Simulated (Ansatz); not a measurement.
Identify the compound from its spectrum

Method: Ansatz, revPBE, independent particles, without spin-orbit coupling, line width 0.2 eV (Gaussian); metals get a typed carrier damping. The response is along the first axis of the cell.

(E (eV), Im ε): (0.00, 0.00), (0.25, 0.00), (0.50, 0.00), (0.75, 0.00), (1.00, 0.05), (1.25, 0.99), (1.50, 2.68), (1.75, 3.11), (2.00, 3.19), (2.25, 3.73), (2.50, 4.47), (2.75, 4.46), (3.00, 3.95), (3.25, 4.39), (3.50, 5.21), (3.75, 5.25), (4.00, 4.96), (4.25, 5.04), (4.50, 5.33), (4.75, 5.76), (5.00, 5.74), (5.25, 5.85), (5.50, 5.40), (5.75, 5.18), (6.00, 5.38), (6.25, 5.44), (6.50, 5.06), (6.75, 4.09), (7.00, 3.24), (7.25, 2.58), (7.50, 2.02), (7.75, 2.16), (8.00, 1.89)

Task: All candidates were run at this level. Which one is shown?
A. Ba2PF (R-3m)
B. ZnH2S2 (C2/m)
C. NaLiH2O2 (Amm2)

Result: A. Ba2PF (R-3m): least direct gap 1.26 eV, ε∞ = 6.72 along the first axis, strongest peak along the first axis at 5.19 eV. The others: ZnH2S2 (C2/m), least direct gap 2.81 eV, ε∞ = 4.99 along the first axis, strongest peak along the first axis at 5.24 eV; NaLiH2O2 (Amm2), least direct gap 3.33 eV, ε∞ = 2.35 along the first axis, strongest peak along the first axis at 11.69 eV.

Note: cells built here by substitution need not match a known phase.
